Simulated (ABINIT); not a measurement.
An input for ABINIT 10.8.3 (BaTiO3 (P4mm)):

```
acell 3*1.0 Angstrom
rprim 
  3.990480000000 0.000000000000 0.000000000000
  0.000000000000 3.990480000000 0.000000000000
  0.000000000000 0.000000000000 4.023030000000
ntypat 3
znucl 56 22 8
natom 5
typat 1 2 3 3 3
xred 
  0.000000000000 0.000000000000 0.000000000000
  0.500000000000 0.500000000000 0.522000000000
  0.500000000000 0.500000000000 0.979000000000
  0.500000000000 0.000000000000 0.488000000000
  0.000000000000 0.500000000000 0.488000000000
pp_dirpath "pseudos"
pseudos "Ba.upf, Ti.upf, O.upf"
ecut 38
nspinor 2
ngkpt 2 2 2
nshiftk 1
shiftk 0 0 0
kptopt 1
chksymbreak 0
istwfk *1
occopt 1
irdwfk 1
optdriver 4
nband 102
gwcalctyp 0
ecutsigx 38
symsigma 0
nkptgw 2
kptgw 
  0.5000000000 0.5000000000 0.5000000000
  0.0000000000 0.0000000000 0.0000000000
bdgw 
  37 44
  37 44
ecuteps 3.6
irdscr 1
ppmodel 1
indata_prefix "in"
outdata_prefix "out"
tmpdata_prefix "tmp"
```

```sh
OMP_NUM_THREADS=1 mpirun -n 4 abinit run.abi > log
```

**Question.** How long will it take on 4 MPI ranks of Arm Neoverse V2, shared host, and how much memory?

It took 15 s; on shared hardware allow 7.5 s to 30 s. Peak host memory was 1.4 GiB.

[Paths, hosts, dates, memory and timing lines, banners, echoed tables and standing remarks are left out of the program output.]

[Logs are printed without paths, hosts, clocks, repeated set-up lines and the standing remarks that a program may print on its own settings, such as how far it seeks lower states.]

[Runs of the session that timed out or met a known fault of the program may be left out.]

[Hosts, paths, dates, database ids (printed as entryN), source tags and the programs' standing remarks are cut or masked in the printed files.]

[G0W0 gaps are taken among the corrected bands and points alone; a level outside them can change the order at an edge.]

[Where Ansatz stands beside ABINIT at settings called matched, ABINIT's density can come from a denser mesh and the files from another edition; pairs whose starting gaps differed by over 0.03 eV were left out, so agreement reads better than it is.]
